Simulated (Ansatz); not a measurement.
Rows from a G0W0 calculation on TiO2 (Anatase) (Ansatz 0.2.0; G0W0 on PBE, plane waves, PAW; 6×6×6 mesh, 54 empty bands, screening to 50 eV), in eV. Spin-orbit coupling is left out.

```tsv
row	k	band	start	Σx	Σc at the solution	Vxc
A	Γ	v1	6.860	-25.321	5.008	-20.324
B	(0.000, 0.000, -0.500)	v1	7.290	-25.809	4.954	-20.938
C	(0.000, 0.000, -0.500)	c1	10.694	-13.884	-6.878	-22.715
D	Γ	c1	9.457	-13.075	-5.931	-20.792
E	Γ	c2	10.198	-13.456	-6.763	-22.140
```

Q: Give the quasiparticle energies and the shift of each level.

The quasiparticle equation reads E = start + Σx + Σc(E) − Vxc.

```tsv
row	E (eV)	shift (eV)
A	6.872	+0.011
B	7.372	+0.082
C	12.647	+1.953
D	11.243	+1.786
E	12.119	+1.921
```

Limits: not at the basis limit.

[Paths, hosts, dates, memory and timing lines, banners, echoed tables and standing remarks are left out of the program output.]

[Logs are printed without paths, hosts, clocks, repeated set-up lines and the standing remarks that a program may print on its own settings, such as how far it seeks lower states.]

[Runs of the session that timed out or met a known fault of the program may be left out.]

[Cells called generated may have been cut or substituted from an entry of the Crystallography Open Database or the Materials Project.]

[Hosts, paths, dates, database ids (printed as entryN), source tags and the programs' standing remarks are cut or masked in the printed files.]
